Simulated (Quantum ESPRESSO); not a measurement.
# Band edges of SiC(110) under the vacuum level, part 6 of 6

How deep do the band edges lie under the vacuum at SiC(110), and what does relaxation change?

Quantum ESPRESSO 7.5; plane-wave DFT, PBE, GBRV ultrasoft pseudopotentials.

So far. Step 9 (Projected density of states of the relaxed slab): The atomic orbitals miss 1.1 % of the occupied states; for empty states the projections can miss much more. Step 10 (Ground state of the bulk crystal): The run needed 12 iterations to bring the estimated error under 1e-08 Ry.

## 11. Band structure of the bulk crystal

The density is frozen and the levels are solved along a path.

a.bands.in

```
&control
  prefix = 'a.bands'
  outdir = './out'
  pseudo_dir = './pseudo'
  calculation = 'bands'
/
&system
  ibrav = 0
  nat = 4
  ntyp = 2
  ecutwfc = 40
  ecutrho = 200
  occupations = 'smearing'
  smearing = 'fd'
  degauss = 0.002
  nbnd = 16
/
&electrons
  conv_thr = 1e-07
  mixing_beta = 0.4
  electron_maxstep = 120
/
ATOMIC_SPECIES
  Si  28.0850  si_pbe_v1.uspp.F.UPF
  C   12.0110  c_pbe_v1.2.uspp.F.UPF
CELL_PARAMETERS angstrom
  4.38000000000000 0.00000000000000 0.00000000000000
  0.00000000000000 3.09712770159708 0.00000000000000
  0.00000000000000 0.00000000000000 3.09712770159708
ATOMIC_POSITIONS crystal
  Si  0.000000000000 0.000000000000 0.000000000000
  C   0.250000000000 0.500000000000 0.000000000000
  Si  0.500000000000 0.500000000000 0.500000000000
  C   0.750000000000 0.000000000000 0.500000000000
K_POINTS crystal_b
6
  0.0000000000 0.0000000000 0.0000000000 20
  1.0000000000 0.0000000000 0.0000000000 1
  0.0000000000 0.0000000000 0.0000000000 20
  0.5000000000 0.0000000000 0.5000000000 1
  0.0000000000 0.0000000000 0.0000000000 20
  0.0000000000 0.5000000000 0.5000000000 1
```

Launch:

```console
> cp -r out/a.save out/a.bands.save
> cp out/a.xml out/a.bands.xml
> OMP_NUM_THREADS=1 mpirun -n 4 pw.x -nk 4 -in a.bands.in > a.bands.out
```

The log of the run:

```text
[banner, memory and clock lines left out]
Program PWSCF v.7.5 starts

          URL

     Atomic positions and unit cell read from directory:
     ./out/a.bands.save/

     Found identity + ( -0.5000 -0.5000 -0.5000) symmetry
     This is a supercell, fractional translations are disabled
     Message from routine setup:
     using ibrav=0 with symmetry is DISCOURAGED, use correct ibrav instead

     G-vector sticks info

     bravais-lattice index     =            0
     lattice parameter (alat)  =       8.2770  a.u.
     unit-cell volume          =     283.5234 (a.u.)^3
     number of atoms/cell      =            4
     number of atomic types    =            2
     number of electrons       =        16.00
     number of Kohn-Sham states=           16
     kinetic-energy cutoff     =      40.0000  Ry
     charge density cutoff     =     200.0000  Ry
     Exchange-correlation= SLA  PW   PBE  PBE
                           (   1   4   3   4   0   0   0)

     celldm(1)=   8.277000  celldm(2)=   0.000000  celldm(3)=   0.000000
     celldm(4)=   0.000000  celldm(5)=   0.000000  celldm(6)=   0.000000

     crystal axes: (cart. coord. in units of alat)
               a(1) = (   1.000000   0.000000   0.000000 )
               a(2) = (   0.000000   0.707107   0.000000 )
               a(3) = (   0.000000   0.000000   0.707107 )

     reciprocal axes: (cart. coord. in units 2 pi/alat)
               b(1) = (  1.000000  0.000000  0.000000 )
               b(2) = (  0.000000  1.414214  0.000000 )
               b(3) = (  0.000000  0.000000  1.414214 )

     PseudoPot. # 1 for Si read from file:
     ./pseudo/si_pbe_v1.uspp.F.UPF
     Pseudo is Ultrasoft + core correction, Zval =  4.0
     Generated by new atomic code, or converted to UPF format
     Using radial grid of  899 points,  6 beta functions with:
                l(1) =   0
                l(2) =   0
                l(3) =   1
                l(4) =   1
                l(5) =   2
                l(6) =   2
     Q(r) pseudized with  8 coefficients,  rinner =    0.900   0.900   0.900
                                                       0.900   0.900

     PseudoPot. # 2 for C  read from file:
     ./pseudo/c_pbe_v1.2.uspp.F.UPF
     Pseudo is Ultrasoft + core correction, Zval =  4.0
     Generated by new atomic code, or converted to UPF format
     Using radial grid of  721 points,  4 beta functions with:
                l(1) =   0
                l(2) =   0
                l(3) =   1
                l(4) =   1
     Q(r) pseudized with  8 coefficients,  rinner =    1.100   1.100   1.100

     atomic species   valence    mass     pseudopotential
     Si                4.00    28.08500     Si( 1.00)
     C                 4.00    12.01100     C ( 1.00)

      8 Sym. Ops. (no inversion) found

   Cartesian axes

     site n.     atom                  positions (alat units)
         1        Si     tau(   1) = (   0.0000000   0.0000000   0.0000000  )
         2        C      tau(   2) = (   0.2500000   0.3535534   0.0000000  )
         3        Si     tau(   3) = (   0.5000000   0.3535534   0.3535534  )
         4        C      tau(   4) = (   0.7500000   0.0000000   0.3535534  )

     number of k points=    63  Fermi-Dirac smearing, width (Ry)=  0.0020
                       cart. coord. in units 2pi/alat
        k(    1) = (   0.0000000   0.0000000   0.0000000), wk =   0.0317460
        k(    2) = (   0.0500000   0.0000000   0.0000000), wk =   0.0317460
        k(    3) = (   0.1000000   0.0000000   0.0000000), wk =   0.0317460
        k(    4) = (   0.1500000   0.0000000   0.0000000), wk =   0.0317460
        k(    5) = (   0.2000000   0.0000000   0.0000000), wk =   0.0317460
        k(    6) = (   0.2500000   0.0000000   0.0000000), wk =   0.0317460
        k(    7) = (   0.3000000   0.0000000   0.0000000), wk =   0.0317460
        k(    8) = (   0.3500000   0.0000000   0.0000000), wk =   0.0317460
        k(    9) = (   0.4000000   0.0000000   0.0000000), wk =   0.0317460
        k(   10) = (   0.4500000   0.0000000   0.0000000), wk =   0.0317460
        k(   11) = (   0.5000000   0.0000000   0.0000000), wk =   0.0317460
        k(   12) = (   0.5500000   0.0000000   0.0000000), wk =   0.0317460
        k(   13) = (   0.6000000   0.0000000   0.0000000), wk =   0.0317460
        k(   14) = (   0.6500000   0.0000000   0.0000000), wk =   0.0317460
        k(   15) = (   0.7000000   0.0000000   0.0000000), wk =   0.0317460
        k(   16) = (   0.7500000   0.0000000   0.0000000), wk =   0.0317460
        k(   17) = (   0.8000000   0.0000000   0.0000000), wk =   0.0317460
        k(   18) = (   0.8500000   0.0000000   0.0000000), wk =   0.0317460
        k(   19) = (   0.9000000   0.0000000   0.0000000), wk =   0.0317460
        k(   20) = (   0.9500000   0.0000000   0.0000000), wk =   0.0317460
        k(   21) = (   1.0000000   0.0000000   0.0000000), wk =   0.0317460
        k(   22) = (   0.0000000   0.0000000   0.0000000), wk =   0.0317460
        k(   23) = (   0.0250000   0.0000000   0.0353553), wk =   0.0317460
        k(   24) = (   0.0500000   0.0000000   0.0707107), wk =   0.0317460
        k(   25) = (   0.0750000   0.0000000   0.1060660), wk =   0.0317460
        k(   26) = (   0.1000000   0.0000000   0.1414214), wk =   0.0317460
        k(   27) = (   0.1250000   0.0000000   0.1767767), wk =   0.0317460
        k(   28) = (   0.1500000   0.0000000   0.2121320), wk =   0.0317460
        k(   29) = (   0.1750000   0.0000000   0.2474874), wk =   0.0317460
        k(   30) = (   0.2000000   0.0000000   0.2828427), wk =   0.0317460
        k(   31) = (   0.2250000   0.0000000   0.3181981), wk =   0.0317460
        k(   32) = (   0.2500000   0.0000000   0.3535534), wk =   0.0317460
        k(   33) = (   0.2750000   0.0000000   0.3889087), wk =   0.0317460
        k(   34) = (   0.3000000   0.0000000   0.4242641), wk =   0.0317460
        k(   35) = (   0.3250000   0.0000000   0.4596194), wk =   0.0317460
        k(   36) = (   0.3500000   0.0000000   0.4949747), wk =   0.0317460
        k(   37) = (   0.3750000   0.0000000   0.5303301), wk =   0.0317460
        k(   38) = (   0.4000000   0.0000000   0.5656854), wk =   0.0317460
        k(   39) = (   0.4250000   0.0000000   0.6010408), wk =   0.0317460
        k(   40) = (   0.4500000   0.0000000   0.6363961), wk =   0.0317460
        k(   41) = (   0.4750000   0.0000000   0.6717514), wk =   0.0317460
        k(   42) = (   0.5000000   0.0000000   0.7071068), wk =   0.0317460
        k(   43) = (   0.0000000   0.0000000   0.0000000), wk =   0.0317460
        k(   44) = (   0.0000000   0.0353553   0.0353553), wk =   0.0317460
        k(   45) = (   0.0000000   0.0707107   0.0707107), wk =   0.0317460
[...]
-5.8145  -1.3801   2.0085   5.4822   6.2610   8.2649   9.1365   9.1366
    11.2833  14.2409  15.6177  16.7165  16.7166  16.7299  22.4233  22.4423

          k = 0.1250 0.0000 0.1768 (  1202 PWs)   bands (ev):

    -5.7066  -1.5135   2.2033   5.2501   6.3432   7.7924   9.0695   9.0696
    11.5450  14.6262  15.6041  16.8243  16.8243  16.9723  22.0095  22.0778

          k = 0.1500 0.0000 0.2121 (  1201 PWs)   bands (ev):

    -5.5752  -1.6483   2.3738   5.0599   6.4422   7.2748   8.9942   8.9943
    11.8167  15.0814  15.5410  16.9296  16.9296  17.2703  21.5380  21.6537

          k = 0.1750 0.0000 0.2475 (  1201 PWs)   bands (ev):

    -5.4209  -1.7785   2.4829   4.9540   6.5570   6.7271   8.9136   8.9136
    12.0952  15.4503  15.5905  17.0188  17.0188  17.5916  21.0344  21.1845

          k = 0.2000 0.0000 0.2828 (  1204 PWs)   bands (ev):

    -5.2442  -1.9007   2.4986   4.9675   6.1609   6.6862   8.8303   8.8304
    12.3813  15.3465  16.1314  17.0793  17.0794  17.9123  20.5222  20.6855

          k = 0.2250 0.0000 0.3182 (  1208 PWs)   bands (ev):

    -5.0459  -2.0122   2.4160   5.1073   5.5853   6.8282   8.7468   8.7469
    12.6770  15.2387  16.6711  17.1029  17.1029  18.2151  20.0310  20.1712

          k = 0.2500 0.0000 0.3536 (  1209 PWs)   bands (ev):

    -4.8269  -2.1116   2.2596   5.0078   5.3492   6.9811   8.6653   8.6653
    12.9837  15.1326  17.0876  17.0876  17.1477  18.4868  19.6139  19.6545

          k = 0.2750 0.0000 0.3889 (  1215 PWs)   bands (ev):

    -4.5885  -2.1984   2.0620   4.4345   5.6600   7.1421   8.5874   8.5875
    13.3019  15.0318  17.0380  17.0380  17.4337  18.7176  19.1466  19.3830

          k = 0.3000 0.0000 0.4243 (  1206 PWs)   bands (ev):

    -4.3326  -2.2723   1.8489   3.8711   6.0124   7.3081   8.5148   8.5149
    13.6296  14.9386  16.9631  16.9632  17.3916  18.6575  18.9019  19.4497

          k = 0.3250 0.0000 0.4596 (  1207 PWs)   bands (ev):

    -4.0616  -2.3336   1.6372   3.3232   6.3859   7.4754   8.4486   8.4486
    13.9615  14.8548  16.8733  16.8734  17.1018  18.1962  19.0387  19.6921

          k = 0.3500 0.0000 0.4950 (  1210 PWs)   bands (ev):

    -3.7795  -2.3831   1.4381   2.7970   6.7645   7.6393   8.3896   8.3897
    14.2857  14.7812  16.7329  16.7784  16.7784  17.7713  19.1319  19.8976

          k = 0.3750 0.0000 0.5303 (  1202 PWs)   bands (ev):

    -3.4918  -2.4217   1.2593   2.3000   7.1335   7.7944   8.3387   8.3388
    14.5752  14.7185  16.3891  16.6864  16.6864  17.3913  19.1894  19.9583

          k = 0.4000 0.0000 0.5657 (  1202 PWs)   bands (ev):

    -3.2074  -2.4507   1.1062   1.8425   7.4770   7.9345   8.2964   8.2964
    14.6670  14.7726  16.1586  16.6037  16.6037  17.0645  19.2205  19.8708

          k = 0.4250 0.0000 0.6010 (  1206 PWs)   bands (ev):

    -2.9402  -2.4714   0.9828   1.4397   7.7772   8.0530   8.2631   8.2632
    14.6269  14.8074  16.1230  16.5351  16.5352  16.7992  19.2342  19.6876

          k = 0.4500 0.0000 0.6364 (  1202 PWs)   bands (ev):

    -2.7120  -2.4850   0.8925   1.1140   8.0139   8.1436   8.2392   8.2392
    14.5983  14.7167  16.2424  16.4840  16.4840  16.6031  19.2385  19.4757

          k = 0.4750 0.0000 0.6718 (  1214 PWs)   bands (ev):

    -2.5530  -2.4927   0.8373   0.8963   8.1668   8.2004   8.2247   8.2247
    14.5811  14.6158  16.3826  16.4524  16.4524  16.4825  19.2386  19.3047

          k = 0.5000 0.0000 0.7071 (  1220 PWs)   bands (ev):

    -2.4952  -2.4952   0.8188   0.8188   8.2198   8.2198   8.2199   8.2199
    14.5753  14.5754  16.4418  16.4418  16.4418  16.4418  19.2381  19.2381

          k = 0.0000 0.0000 0.0000 (  1229 PWs)   bands (ev):

    -6.0075  -1.0575   1.5222   6.1121   6.1121   9.2700   9.2700   9.2700
    10.6523  13.5446  15.3368  16.4755  16.4755  16.4756  23.1190  23.1190

          k = 0.0000 0.0354 0.0354 (  1225 PWs)   bands (ev):

    -5.9914  -1.0525   1.5350   6.0618   6.0676   9.2164   9.2372   9.2373
    10.7369  13.6208  15.3862  16.4308  16.5229  16.5229  23.0178  23.1231

          k = 0.0000 0.0707 0.0707 (  1225 PWs)   bands (ev):

    -5.9430  -1.0378   1.5731   5.9233   5.9404   9.0616   9.1420   9.1420
    10.9780  13.8430  15.5215  16.3048  16.6616  16.6616  22.7265  22.8149

          k = 0.0000 0.1061 0.1061 (  1213 PWs)   bands (ev):

    -5.8625  -1.0146   1.6353   5.7256   5.7471   8.8205   8.9928   8.9929
    11.3457  14.1953  15.6861  16.1411  16.8826  16.8826  22.0834  22.2777

          k = 0.0000 0.1414 0.1414 (  1205 PWs)   bands (ev):

    -5.7501  -0.9847   1.7194   5.5001   5.5088   8.5115   8.8011   8.8012
    11.8059  14.6572  15.6520  16.1451  17.1735  17.1735  21.3529  21.7138

          k = 0.0000 0.1768 0.1768 (  1207 PWs)   bands (ev):

    -5.6061  -0.9507   1.8218   5.2476   5.2730   8.1513   8.5791   8.5792
    12.3279  15.2083  15.3670  16.3313  17.5208  17.5209  20.7052  21.0782

          k = 0.0000 0.2121 0.2121 (  1205 PWs)   bands (ev):

    -5.4308  -0.9156   1.9368   4.9846   5.0639   7.7533   8.3382   8.3383
    12.8825  15.0038  15.8304  16.4685  17.9120  17.9121  20.2223  20.4129

          k = 0.0000 0.2475 0.2475 (  1206 PWs)   bands (ev):

    -5.2248  -0.8831   2.0552   4.7406   4.8872   7.3267   8.0881   8.0882
    13.4360  14.6021  16.4509  16.5077  18.3358  18.3358  19.7624  19.9846

          k = 0.0000 0.2828 0.2828 (  1194 PWs)   bands (ev):

    -4.9887  -0.8566   2.1630   4.5377   4.7537   6.8777   7.8368   7.8369
    13.9403  14.1755  16.2499  17.2261  18.7826  18.7826  19.1835  20.0163

          k = 0.0000 0.3182 0.3182 (  1202 PWs)   bands (ev):

    -4.7232  -0.8393   2.2412   4.4005   4.6706   6.4101   7.5906   7.5906
    13.7336  14.3169  15.9224  17.9672  18.7600  19.2443  19.2444  19.5780

          k = 0.0000 0.3536 0.3536 (  1208 PWs)   bands (ev):

    -4.4296  -0.8333   2.2703   4.3514   4.6423   5.9266   7.3545   7.3546
    13.2863  14.4614  15.5465  18.5606  18.5993  18.9771  19.7143  19.7144

          k = 0.0000 0.3889 0.3889 (  1202 PWs)   bands (ev):

    -4.1090  -0.8393   2.2412   4.4005   4.6706   5.4293   7.1325   7.1326
    12.8449  14.3169  15.1738  17.9671  18.7600  19.5781  20.1864  20.1864

          k = 0.0000 0.4243 0.4243 (  1222 PWs)   bands (ev):

    -3.7632  -0.8566   2.1630   4.5377   4.7537   4.9201   6.9277   6.9277
    12.4218  13.9403  14.8295  17.2261  19.1835  20.3392  20.6544  20.6545

          k = 0.0000 0.4596 0.4596 (  1226 PWs)   bands (ev):

    -3.3948  -0.8831   2.0552   4.4021   4.7405   4.8872   6.7426   6.7426
    12.0284  13.4361  14.5241  16.5077  19.7624  21.0838  21.1124  21.1125

          k = 0.0000 0.4950 0.4950 (  1224 PWs)   bands (ev):

    -3.0070  -0.9156   1.9369   3.8796   4.9846   5.0639   6.5790   6.5790
    11.6746  12.8825  14.2608  15.8303  20.4129  21.5528  21.5528  21.7827

          k = 0.0000 0.5303 0.5303 (  1218 PWs)   bands (ev):

    -2.6052  -0.9507   1.8219   3.3593   5.2475   5.2730   6.4384   6.4385
    11.3676  12.3279  14.0397  15.2083  21.0782  21.9659  21.9660  22.4076

          k = 0.0000 0.5657 0.5657 (  1224 PWs)   bands (ev):

    -2.1977  -0.9847   1.7194   2.8510   5.5001   5.5087   6.3220   6.3220
    11.1123  11.8059  13.8603  14.6572  21.7138  22.3398  22.3399  22.9288

          k = 0.0000 0.6010 0.6010 (  1232 PWs)   bands (ev):

    -1.7992  -1.0146   1.6353   2.3716   5.7256   5.7471   6.2305   6.2306
    10.9118  11.3457  13.7216  14.1953  22.2777  22.6592  22.6592  23.1495

          k = 0.0000 0.6364 0.6364 (  1240 PWs)   bands (ev):

    -1.4372  -1.0378   1.5731   1.9503   5.9233   5.9404   6.1648   6.1649
    10.7678  10.9780  13.6231  13.8429  22.7265  22.9067  22.9068  23.1347

          k = 0.0000 0.6718 0.6718 (  1236 PWs)   bands (ev):

    -1.1640  -1.0525   1.5350   1.6409   6.0619   6.0675   6.1252   6.1253
    10.6812  10.7369  13.5642  13.6207  23.0179  23.0645  23.0646  23.1231

          k = 0.0000 0.7071 0.7071 (  1240 PWs)   bands (ev):

    -1.0575  -1.0575   1.5222   1.5222   6.1120   6.1120   6.1121   6.1121
    10.6523  10.6523  13.5446  13.5446  23.1189  23.1189  23.1190  23.1190

     XML data file, pseudopotentials, collected wavefunctions

                                        0.00s GPU  (     665 calls)
```

The job ended after 3.5 s (4 MPI ranks of Arm Neoverse V2, shared host; peak memory 0.2 GiB).

Numbers from this step:

| Property | Result |
| --- | --- |
| valence top, on the run's zero | 9.270 eV |
| conduction bottom, on the run's zero | 10.65 eV |
| gap by band count | 1.382 eV |

Band numbers count within the set of bands kept for display. Electronic bands along the path, in eV, zero at the Fermi level, which the smearing puts inside the gap; v1 is the highest filled band, c1 the lowest empty one:

```csv
point,v4,v3,v2,v1,c1,c2,c3,c4
L,-1.59,-1.59,-1.59,-1.59,4.77,4.77,6.63,6.63
halfway,-4.46,-2.83,-1.14,-1.14,3.18,5.32,7.28,7.28
Γ,-3.70,-0.54,-0.54,-0.54,0.84,3.74,5.53,6.67
halfway,-5.17,-3.88,-2.45,-2.45,3.48,4.65,5.74,8.75
X,-3.70,-3.70,-3.70,-3.70,0.84,0.84,3.74,3.74
```

This cell folds an X point onto Γ; unfolded, the conduction bottom lies at X.

## 12. Electrostatic potential of the bulk crystal

a.pot.in

```
&inputpp
  prefix = 'a'
  outdir = './out'
  filplot = 'a.pot.dat'
  plot_num = 11
/
```

Launch:

```console
> OMP_NUM_THREADS=1 mpirun -n 4 pp.x -in a.pot.in > a.pot.out
```

The log of the run:

```text
[banner, memory and clock lines left out]
Program POST-PROC v.7.5 starts

          URL

     ./out/a.save/

     IMPORTANT: XC functional enforced from input :
     Exchange-correlation= PBE
                           (   1   4   3   4   0   0   0)
     Any further DFT definition will be discarded
     Please, verify this is what you really want

     Calling punch_plot, plot_num =  11
     Writing data to file  a.pot.dat
     Message from routine chdens:
     namelist plot not found or invalid, exiting
```

The job ended after 0.7 s (4 MPI ranks; peak memory 0.12 GiB).

Electrostatic potential energy of an electron; zero at the Fermi level, which the smearing puts inside the gap. The potential energy, planar mean by z:

```csv
z (Å),"potential energy, planar mean (eV)"
0.00,-12.3
0.11,-11.8
0.23,-10.4
0.34,-8.45
0.46,-6.38
0.57,-4.67
0.69,-3.61
0.80,-3.39
0.92,-4.05
1.03,-5.46
1.15,-7.40
1.26,-9.46
1.38,-11.2
1.49,-12.2
1.61,-12.2
1.72,-11.2
1.84,-9.46
1.95,-7.40
2.06,-5.46
2.18,-4.05
2.29,-3.39
2.41,-3.61
2.52,-4.67
2.64,-6.38
2.75,-8.45
2.87,-10.4
2.98,-11.8
```

## 13. Planar and running averages

a.avg.in

```
1
a.pot.dat
1.0
40
3
5.8527231290
```

Launch:

```console
> OMP_NUM_THREADS=1 average.x < a.avg.in > a.avg.out
```

The log of the run:

```text
[banner, memory and clock lines left out]
Program AVERAGE v.7.5 starts

          URL

     Reading header from file  a.pot.dat
     Reading data from file  a.pot.dat
     Output written to file avg.dat

[...]
```

Wall time 0.45 s (1 MPI rank); peak memory 0.12 GiB.

Numbers from this step:

| Property | Result |
| --- | --- |
| average.x's running mean over the crystal, on the run's own zero | 2.066 eV |
| mean potential by an exact Fourier window over the crystal, on the run's own zero | 2.066 eV |

## 14. Worked from the printed numbers

In the relaxed slab the vacuum level is 7.480 eV and the mean potential in the middle -5.781 eV, on the run's zero. In the bulk the valence top lies 7.204 eV over the mean potential. So IE = 7.480 − (-5.781) − 7.204 = 6.057 eV.

## 15. What came out

```
bulk valence top under the vacuum, relaxed face       : 6.06 eV
bulk conduction bottom under the vacuum, relaxed face : 4.68 eV
bulk valence top under the vacuum, ideal face         : 5.87 eV
buckling angle of the top chain, seen along the chain : 15.7 degrees
gap of the slab on the mesh                           : 0.23 eV
bulk gap along the path                               : 1.38 eV
```

In words: At the relaxed face the bulk valence top lies 6.06 eV under the vacuum level and the conduction bottom 4.68 eV (PBE, GBRV ultrasoft). The top C atom ends 0.24 Å above its Si neighbour, a buckling angle of 16° seen along the chain. Relaxation moves the ionisation energy by +0.19 eV, a change of the surface dipole alone, since the bulk levels are the same. The slab's gap of 0.23 eV lies under the bulk's 1.38 eV, so surface states stand in the gap. Experiments, on faces that may differ from this one, give 5.9 to 6 eV, as collected in arxiv:1603.01428 (2016); the value here lies 0.06 eV above. These are Kohn-Sham levels: semilocal valence tops lie too high and gaps are too small, so real ionisation energies are mostly larger. The lattice constant was set to 4.38 Å, near the PBE value; the thickness was not varied.

[Logs are printed without paths, hosts, clocks, repeated set-up lines and the standing remarks that a program may print on its own settings, such as how far it seeks lower states.]

[Hosts, paths, dates, database ids (printed as entryN), source tags and the programs' standing remarks are cut or masked in the printed files.]

[Maps of the electrostatic potential energy from Ansatz leave out the sawtooth potential of an applied field or a dipole correction, so their vacuum need not be flat; planar profiles and work functions include it.]
